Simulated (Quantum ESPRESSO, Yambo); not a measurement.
An input for Quantum ESPRESSO 7.5 (SnSe2 (1T monolayer)):

```
&control
  calculation = 'bands'
  prefix = 'x'
  outdir = 'o'
  pseudo_dir = 'pseudo'
/
&system
  ibrav = 0
  nat = 3
  ntyp = 2
  ecutwfc = 104.0
  nbnd = 41
  force_symmorphic = .true.
/
&electrons
  conv_thr = 1e-9
  electron_maxstep = 80
  diago_full_acc = .true.
  diago_thr_init = 5e-6
/
ATOMIC_SPECIES
  Sn 118.71 Sn.upf
  Se 78.971 Se.upf
CELL_PARAMETERS angstrom
  3.8716529879 0.0000000000 0.0000000000
  -1.9358264940 3.3529498421 0.0000000000
  0.0000000000 0.0000000000 15.0000000000
ATOMIC_POSITIONS crystal
  Sn 0.0000000000 0.0000000000 0.5000000000
  Se 0.3333333333 0.6666666667 0.6064274056
  Se 0.6666666667 0.3333333333 0.3935725944
K_POINTS crystal
  25
  0.00000000 0.00000000 0.00000000 1
  0.06250000 0.00000000 0.00000000 1
  0.12500000 0.00000000 0.00000000 1
  0.18750000 0.00000000 0.00000000 1
  0.25000000 0.00000000 0.00000000 1
  0.31250000 0.00000000 0.00000000 1
  0.37500000 0.00000000 0.00000000 1
  0.43750000 0.00000000 0.00000000 1
  0.50000000 0.00000000 0.00000000 1
  0.47916667 0.04166667 0.00000000 1
  0.45833333 0.08333333 0.00000000 1
  0.43750000 0.12500000 0.00000000 1
  0.41666666 0.16666666 0.00000000 1
  0.39583333 0.20833333 0.00000000 1
  0.37500000 0.25000000 0.00000000 1
  0.35416666 0.29166666 0.00000000 1
  0.33333333 0.33333333 0.00000000 1
  0.29166666 0.29166666 0.00000000 1
  0.25000000 0.25000000 0.00000000 1
  0.20833333 0.20833333 0.00000000 1
  0.16666666 0.16666666 0.00000000 1
  0.12500000 0.12500000 0.00000000 1
  0.08333333 0.08333333 0.00000000 1
  0.04166667 0.04166667 0.00000000 1
  0.00000000 0.00000000 0.00000000 1
```

```sh
OMP_NUM_THREADS=1 mpirun -n 8 pw.x -nk 8 -in pw.in > pw.out
```

Estimate wall time and host memory on 8 MPI ranks of Arm Neoverse V1, shared host.

It took 18 s; on shared hardware allow 9 s to 36 s. Peak host memory was 1.6 GiB.

[Paths, hosts, dates, memory and timing lines, banners, echoed tables and standing remarks are left out of the program output.]

[Logs are printed without paths, hosts, clocks, repeated set-up lines and the standing remarks that a program may print on its own settings, such as how far it seeks lower states.]

[Runs of the session that timed out or met a known fault of the program may be left out.]

[Hosts, paths, dates, database ids (printed as entryN), source tags and the programs' standing remarks are cut or masked in the printed files.]
